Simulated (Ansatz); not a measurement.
# Ta2NF2 monolayer: the cell at rest

Aim: bring Ta2NF2 monolayer to small forces and stress, as phonons need.

Calculated with Ansatz 0.2.0; DFT PBE, scalar-relativistic, plane waves, PAW.

## (1) The structure

The cell holds 5 atoms: 1 N, 2 Ta and 2 F. Cell: a = 3.100 Å, b = 3.100 Å, c = 20.000 Å, α = 90.0°, β = 90.0°, γ = 120.0°. Vacuum lies along c.

## (2) Probe on a coarse mesh

First a cheap look: the gap decides the mesh and the occupations, the pressure tells how far the cell has to move.

The program solves this slab on a cell height of its own, 33.2 Å, in place of the one typed.

input.yaml

```yaml
crystal:
  lattice:
    - [3.1, 0.0, 0.0]
    - [-1.55, 2.68468, 0.0]
    - [0.0, 0.0, 20.0]
  atoms:
    - { symbol: "N", position: [0.0, 0.0, 0.5] }
    - { symbol: Ta, position: [0.333333, 0.666667, 0.56] }
    - { symbol: Ta, position: [0.666667, 0.333333, 0.44] }
    - { symbol: F, position: [0.666667, 0.333333, 0.6175] }
    - { symbol: F, position: [0.333333, 0.666667, 0.3825] }
  periodic: [true, true, false]
kpoints:
  mp_grid: { grid: [6, 6, 1] }
hamiltonian:
  xc: pbe
scf:
  occupations: { method: gaussian, width: 0.1 }
output:
  forces: true
  stress: true
  eigenvalues: true
```

Launch:

```sh
> ansatz run input.yaml --threads 8 --pin off --max-ram 14336MiB --backend cpu --events-out ev --progress --plain --runs-dir out
```

Numbers of over 12 decimals in the logs are rounded to 6 here.

Output:

```text
[...]
k-point 0: bands = [... 19 lower, -9.0029, -4.4177, -4.4177, -4.1547, -2.8755, -2.6047, -1.9138, -1.9138, ... 1 higher]
  k-point 1: bands = [... 19 lower, -9.2208, -5.2951, -3.8142, -3.7176, -2.4774, -2.1955, -1.7379, -1.4897, ... 1 higher]
  k-point 2: bands = [... 19 lower, -9.3579, -6.4807, -2.8158, -2.4223, -2.0858, -1.1669, -0.8234, -0.5141, ... 1 higher]
  k-point 6: bands = [... 19 lower, -9.9239, -3.9844, -3.3692, -3.3692, -1.7759, -1.0669, -1.0669, 0.8708, ... 1 higher]
[key lines of the parts left out:]
SCF converged after 8 iterations
Free energy (F): -21865.683224 eV
Fermi energy:    -2.438925 eV
P = ½ c Tr σ = 14.8363 N/m
```

Elapsed: 1.6 s, on 8 threads of Arm Neoverse V2, shared host; peak memory 0.61 GiB.

This run has no spin polarisation although its electron count is odd.

Numbers from this step:

* gap on the k-mesh: 0 eV
* area per atom: 1.665 Å²

The coarse mesh shows no gap.

## (3) Coarse relaxation

The start is far from rest, so a relaxation with loose tolerances brings it close first.

The program solves this slab on a cell height of its own, 33.2 Å, in place of the one typed.

Edit input.yaml of step 2 so:

```diff
@@ -13,3 +13,3 @@
 kpoints:
-  mp_grid: { grid: [6, 6, 1] }
+  mp_grid: { grid: [9, 9, 1] }
 hamiltonian:
@@ -22 +22,6 @@
   eigenvalues: true
+relax:
+  adjacent_minimum: "off"
+  f_tol: 0.05
+  max_steps: 80
+  cell: { stress_2d_tol: 0.02 }
```

Output:

```text
[...]
Crystal: 5 atoms, lattice volume = 276.307 Å³
Basis set: ecut = 420 eV, 5403 PW (Γ), exchange–correlation on 48×48×450 points (8 copies of the dense FFT grid, shifted against one another)
Bands: 28, of which v1, the nominal top of the filled ones, is band 23 counted from 1 (22 counted from 0)
Symmetry: 12 space group operations
[...]
cell:  # Å, volume = 315.1342 Å³
    - [3.310651, 0.0, 0]
    - [-1.655325, 2.867108, 0]
    - [0, 0, 33.2]
  atoms:
    - { symbol: N, position: [0, 0, 0.301205] }
    - { symbol: Ta, position: [0.333333, 0.666667, 0.330901] }
    - { symbol: Ta, position: [0.666667, 0.333333, 0.271509] }
    - { symbol: F, position: [0.666667, 0.333333, 0.370859] }
    - { symbol: F, position: [0.333333, 0.666667, 0.231551] }
[key lines of the parts left out:]
SCF converged after 5 iterations
Free energy (F): -21867.244939 eV
Fermi energy:    -3.684930 eV
P = ½ c Tr σ = 0.0023 N/m
```

Elapsed: 18 s, on 8 threads; peak memory 0.82 GiB; 1.8 min of CPU time.

Step by step:

```csv
step,energy less that of the first step (eV),largest force component (eV/Å),volume (Å³)
1,0.0000,3.7596,276.31
2,-1.0259,2.5766,285.35
3,-1.0364,3.7225,298.09
4,-1.4761,0.4174,304.44
5,-1.5090,0.1870,310.96
6,-1.5130,0.0154,311.53
7,-1.5131,0.0087,311.42
8*,-1.5777,0.0080,311.42
9,-1.5797,0.0366,314.55
10,-1.5795,0.0029,315.04
11*,-1.5821,0.0030,315.04
12,-1.5821,0.0002,315.13
13*,-1.5821,0.0002,315.13
```

Relaxation steps marked * repeat the geometry before them on a plane-wave basis chosen anew for their cell, so energy and pressure can jump there.

Forces are held to the 12 operations that the run works with; a distortion that breaks them can't arise in this run.

```csv
cell as run,before,after,change
a (Å),3.100,3.311,+6.8 %
b (Å),3.100,3.311,+6.8 %
```

The atoms that moved most (Å, along periodic axes as changes of fractional coordinates times the final cell, across vacuum about the mean position):

```csv
atom,dx,dy,dz,length
Ta2,0.000,0.000,-0.214,0.214
Ta3,0.000,0.000,0.214,0.214
F5,0.000,0.000,0.037,0.037
F4,0.000,0.000,-0.037,0.037
```

The relaxed structure:

```xyz
5
Lattice="3.3107 0.0000 0.0000 -1.6553 2.8671 0.0000 0.0000 0.0000 33.2000" Properties=species:S:1:pos:R:3
N     0.0000    0.0000   10.0000
Ta    0.0000    1.9114   10.9859
Ta    1.6553    0.9557    9.0141
F     1.6553    0.9557   12.3125
F     0.0000    1.9114    7.6875
```

This step gave:

| Quantity | Value |
| --- | --- |
| area per atom | 1.898 Å² |

The relaxation ends with a largest force component of 2.5e-4 eV/Å.

## (4) Bringing the structure to rest

The cell and atoms are relaxed, since residual forces and stress would shift the frequencies.

input.yaml

```yaml
crystal:
  lattice:
    - [3.3106508403, 0.0, 0.0]
    - [-1.6553254202, 2.8671077308, 0.0]
    - [0.0, 0.0, 33.2]
  atoms:
    - { symbol: "N", position: [0.0, 0.0, 0.3012048193] }
    - { symbol: Ta, position: [0.3333333333, 0.6666666667, 0.3309005051] }
    - { symbol: Ta, position: [0.6666666667, 0.3333333333, 0.2715091335] }
    - { symbol: F, position: [0.6666666667, 0.3333333333, 0.3708589788] }
    - { symbol: F, position: [0.3333333333, 0.6666666667, 0.2315506598] }
  periodic: [true, true, false]
kpoints:
  mp_grid: { grid: [12, 12, 1] }
hamiltonian:
  xc: pbe
scf:
  occupations: { method: gaussian, width: 0.1 }
output:
  forces: true
  stress: true
  eigenvalues: true
  write_density: true
  write_potential: true
  elf: true
  volumetric_format: npy
relax:
  adjacent_minimum: "off"
  f_tol: 0.005
  max_steps: 80
  cell: { stress_2d_tol: 0.02 }
```

Output:

```text
[...]
Crystal: 5 atoms, lattice volume = 315.134 Å³
Basis set: ecut = 420 eV, 6291 PW (Γ), exchange–correlation on 48×48×450 points (8 copies of the dense FFT grid, shifted against one another)
Bands: 28, of which v1, the nominal top of the filled ones, is band 23 counted from 1 (22 counted from 0)
Symmetry: 12 space group operations
[...]
k-points: 19 of 144
[...]
SCF iter   1: F=—  HF=-21867.254275 eV  |F-HF|=—  |Δ(HF+E_count)|=         —  Δρ=4.31e-3  dr2=5.55e-2  ethr=1.77e-3  ⟨swp⟩=12.2  Hψ=3906  notcnv=0
[...]
SCF iter   9: F=-21867.247175 eV  HF=-21867.247175 eV  |F-HF|=1.86e-10  |Δ(HF+E_count)|=   6.85e-9  Δρ=6.82e-8  dr2=6.92e-12  ethr=1.00e-12  ⟨swp⟩=10.7  Hψ=4458  notcnv=0
SCF 1 converged in 9 iterations: F = -21867.247175 eV  dr2 = 6.92e-12
[...]
relax step   1: F+E_penalty+E_count = -21867.24717466 eV  Δ(F+E_penalty+E_count) = +0.000e0 eV  max|allowed force component| = 7.856e-2 eV/Å  Δτ_max = 0.0000 Å  P = -0.202 N/m  Ω = 315.134 Å³  fix = [c, alpha, beta]  reactions: c -0.000 N/m  (9 SCF iters, dr2 threshold 1.00e-7 eV, accepted)
Crystal: 5 atoms, lattice volume = 313.332 Å³
Basis set: ecut = 420 eV, 6243 PW (Γ), exchange–correlation on 48×48×450 points (8 copies of the dense FFT grid, shifted against one another)
[...]
SCF iter   5: F=-21867.247487 eV  HF=-21867.247486 eV  |F-HF|=2.70e-7  |Δ(HF+E_count)|=   6.86e-7  Δρ=7.42e-6  dr2=7.77e-8  ethr=8.57e-10  ⟨swp⟩=24.6  Hψ=7082  notcnv=0
SCF 2 converged in 5 iterations: F = -21867.247487 eV  dr2 = 7.77e-8
relax step   2: F+E_penalty+E_count = -21867.24748663 eV  Δ(F+E_penalty+E_count) = -3.120e-4 eV  max|allowed force component| = 2.104e-1 eV/Å  Δτ_max = 0.0204 Å  P = -0.224 N/m  Ω = 313.332 Å³  energy of the carried Pulay correction = +1.267e-3 eV  fix = [c, alpha, beta]  (5 SCF iters, dr2 threshold 3.86e-7 eV, rejected (line search))
Crystal: 5 atoms, lattice volume = 314.120 Å³
[...]
SCF iter   9: F=-21867.248635 eV  HF=-21867.248635 eV  |F-HF|=1.06e-10  |Δ(HF+E_count)|=  1.82e-11  Δρ=1.58e-8  dr2=5.59e-13  ethr=1.00e-12  ⟨swp⟩=14.5  Hψ=4160  notcnv=0
SCF 3 converged in 9 iterations: F = -21867.248635 eV  dr2 = 5.59e-13
relax step   3: F+E_penalty+E_count = -21867.24863485 eV  Δ(F+E_penalty+E_count) = -1.460e-3 eV  max|allowed force component| = 9.364e-3 eV/Å  Δτ_max = 0.0090 Å  P = -0.069 N/m  Ω = 314.120 Å³  energy of the carried Pulay correction = +7.125e-4 eV  fix = [c, alpha, beta]  reactions: c -0.000 N/m  (9 SCF iters, accepted)
[...]
relax step   4: F+E_penalty+E_count = -21867.24873639 eV  Δ(F+E_penalty+E_count) = -1.015e-4 eV  max|allowed force component| = 7.841e-4 eV/Å  Δτ_max = 0.0002 Å  P = -0.003 N/m  Ω = 313.988 Å³  energy of the carried Pulay correction = +8.048e-4 eV  fix = [c, alpha, beta]  reactions: c -0.000 N/m  (4 SCF iters, dr2 threshold 5.63e-9 eV, accepted)
[...]
relax step   5: F+E_penalty+E_count = -21867.24800855 eV  Δ(F+E_penalty+E_count) = +7.278e-4 eV  max|allowed force component| = 7.875e-4 eV/Å  Δτ_max = 0.0000 Å  P = -0.022 N/m  Ω = 313.988 Å³  fix = [c, alpha, beta]  reactions: c -0.000 N/m  stress off target by 2.17e-2 N/m on what of the cell is left free  SCF on the basis re-selected at this cell (its energy is not comparable with the rows above)  (5 SCF iters)
[...]
relax step   6: F+E_penalty+E_count = -21867.24804888 eV  Δ(F+E_penalty+E_count) = -4.034e-5 eV  max|allowed force component| = 1.498e-3 eV/Å  Δτ_max = 0.0001 Å  P = +0.001 N/m  Ω = 313.932 Å³  energy of the carried Pulay correction = +3.934e-5 eV  fix = [c, alpha, beta]  reactions: c +0.000 N/m  (5 SCF iters, dr2 threshold 5.49e-10 eV, accepted)
[...]
SCF iter   5: F=-21867.247958 eV  HF=-21867.247958 eV  |F-HF|=5.09e-11  |Δ(HF+E_count)|=  1.02e-10  Δρ=1.71e-8  dr2=5.99e-13  ethr=1.00e-12  ⟨swp⟩=17.9  Hψ=4255  notcnv=0
SCF 7 converged in 5 iterations: F = -21867.247958 eV  dr2 = 5.99e-13
relax step   7: F+E_penalty+E_count = -21867.24795768 eV  Δ(F+E_penalty+E_count) = +9.120e-5 eV  max|allowed force component| = 1.492e-3 eV/Å  Δτ_max = 0.0000 Å  P = +0.000 N/m  Ω = 313.932 Å³  fix = [c, alpha, beta]  reactions: c +0.000 N/m  stress off target by 4.71e-4 N/m on what of the cell is left free  SCF on the basis re-selected at this cell (its energy is not comparable with the rows above)  (5 SCF iters)
[...]
SCF converged after 5 iterations
Free energy (F): -21867.247958 eV
[...]
Internal energy: -21867.238453 eV  (E = F + TS)
E sigma→0 (E₀):  -21867.243205 eV
Entropy (-TS):   -0.009505 eV (-1.901 meV/atom)
Fermi energy:    -3.655773 eV
[...]
--- Forces (eV/Å), atoms counted from 1 ---
  atom   1  N      0.00000000     0.00000000     0.00000000
  atom   2  Ta     0.00000000     0.00000000    -0.00149193
  atom   3  Ta    -0.00000000     0.00000000     0.00149193
  atom   4  F     -0.00000000     0.00000000     0.00099999
  atom   5  F      0.00000000     0.00000000    -0.00099999
  max |Σ_I F_I| component: 1.85e-17 eV/Å
--- 2D stress c σ (N/m, compression-positive) ---
        0.000471      -0.000000       0.000000
       -0.000000       0.000471      -0.000000
        0.000000      -0.000000       0.000000
  P = ½ c Tr σ = 0.0005 N/m
--- Band table (eV; the first three rows and the last of 19) ---
  k-point 0: bands = [... 19 lower, -9.9854, -6.0536, -6.0536, -4.3251, -3.7493, -2.4271, -1.9926, -1.9926, ... 1 higher]
  k-point 1: bands = [... 19 lower, -9.9571, -6.2138, -5.9179, -4.1415, -3.4282, -2.6447, -2.4391, -2.0088, ... 1 higher]
  k-point 2: bands = [... 19 lower, -9.9383, -6.5342, -5.5372, -3.9724, -2.9550, -2.7538, -2.4917, -1.9709, ... 1 higher]
  k-point 18: bands = [... 19 lower, -10.1034, -5.2598, -5.2598, -5.1759, -1.5995, -1.5995, -1.2651, -0.4754, ... 1 higher]
--- Relaxed structure (5 steps of the walk, 4 accepted, 2 SCFs on fresh bases) ---
[...]
cell:  # Å, volume = 313.9324 Å³
    - [3.304332, 2.8812407825971496e-11, 0]
    - [-1.652166, 2.861636, 0]
    - [0, 0, 33.2]
  atoms:
    - { symbol: N, position: [0, 0, 0.3012048193] }
    - { symbol: Ta, position: [0.333333, 0.666667, 0.331031] }
    - { symbol: Ta, position: [0.666667, 0.333333, 0.271379] }
    - { symbol: F, position: [0.666667, 0.333333, 0.371135] }
    - { symbol: F, position: [0.333333, 0.666667, 0.231275] }
```

Run time: 15 s. Hardware: 8 threads; peak memory 0.89 GiB.

Step by step:

```csv
step,energy less that of the first step (eV),largest force component (eV/Å),volume (Å³)
1,0.0000,0.0786,315.13
2,-0.0003,0.2104,313.33
3,-0.0015,0.0094,314.12
4,-0.0016,0.0008,313.99
5*,-0.0008,0.0008,313.99
6,-0.0009,0.0015,313.93
7*,-0.0008,0.0015,313.93
```

Relaxation steps marked * repeat the geometry before them on a plane-wave basis chosen anew for their cell, so energy and pressure can jump there. Relaxation step 2 was tried and not accepted.

Forces are held to the 12 operations that the run works with; a distortion that breaks them can't arise in this run.

```csv
cell as run,before,after,change
a (Å),3.311,3.304,-0.2 %
b (Å),3.311,3.304,-0.2 %
```

Final coordinates:

```
N Ta F
1.0
     3.30433    0.00000    0.00000
    -1.65217    2.86164    0.00000
     0.00000    0.00000   33.20000
N Ta F
1 2 2
Direct
  0.00000 0.00000 0.30120
  0.33333 0.66667 0.33103
  0.66667 0.33333 0.27138
  0.66667 0.33333 0.37114
  0.33333 0.66667 0.23127
```

Numbers from this step:

| Property | Result |
| --- | --- |
| area per atom | 1.891 Å² |

Valence density in the ac plane at fractional y = 0.333, with atoms of Ta and F within 0.2 Å of it. It is the smooth field of the valence electrons, not physical close to the nuclei.

Ten steps, logarithmic in the rise over the least value, from '_' (0.00 × 1e0 e/Å³) to '@' (3.98 × 1e0 e/Å³), each cell a mean:
```
__________________________________
__________________________________
__________________________________
__________________________________
__________________________________
__________________________________
__________________________________
__________________________________
__________________________________
__________________________________
__________________________________
__________________________________
__________________________________
__________________________________
::..____....::--++##@@@@@@%%**==--
======++========**##@@@@@@%%##++==
++++****++++++++++++********++++++
============++**%%@@@@@@@@@@@@%%**
------==------::::--======----::::
__________________________________
__________________________________
__________________________________
__________________________________
__________________________________
```
Columns run along a (3.3 Å), rows up along c (33.2 Å). Atoms in or near the plane, at fractional coordinates: Ta at (0.67, 0.27), F at (0.67, 0.37).

ELF in the ac plane at fractional y = 0.333, with atoms of Ta and F within 0.2 Å of it. It is the smooth field of the valence electrons, not physical close to the nuclei.

Ten even steps from '0' (0.00) to '9' (0.67), each cell a mean:
```
00000000000000000
00000000000000000
00000000000000000
00000000000000000
00000000000000000
00000000000000000
00000000000000000
00000000000000000
00000000000000000
00000000000000000
00000000000000000
00000000000000000
00000000000000000
00000000000000000
20000135899999875
22332224677777753
44444433445555443
22332225898669974
24565421112222111
00000000000000000
00000000000000000
00000000000000000
00000000000000000
00000000000000000
```
Columns run along a (3.3 Å), rows up along c (33.2 Å). Atoms in or near the plane, at fractional coordinates: Ta at (0.67, 0.27), F at (0.67, 0.37).

Electrostatic potential energy in the ac plane at fractional y = 0.333, with atoms of Ta and F within 0.2 Å of it. With pseudopotentials it is smooth inside the atoms' cores, unlike the true potential.

Ten even steps from '0' (-31 eV) to '9' (0 eV), each cell a mean:
```
99999999999999999
99999999999999999
99999999999999999
99999999999999999
99999999999999999
99999999999999999
99999999999999999
99999999999999999
99999999999999999
99999999999999999
99999999999999999
99999999999999999
99999999999999999
99999999999999999
99999999865555699
66555667654444577
66555666655555666
57887751000000003
89999988877777788
99999999999999999
99999999999999999
99999999999999999
99999999999999999
99999999999999999
```
Columns run along a (3.3 Å; values clipped at the 3rd and 97th percentile), rows up along c (33.2 Å). Atoms in or near the plane, at fractional coordinates: Ta at (0.67, 0.27), F at (0.67, 0.37).

[end of part 1 of 2]

[Logs are printed without paths, hosts, clocks, repeated set-up lines and the standing remarks that a program may print on its own settings, such as how far it seeks lower states.]

[Hosts, paths, dates, database ids (printed as entryN), source tags and the programs' standing remarks are cut or masked in the printed files.]
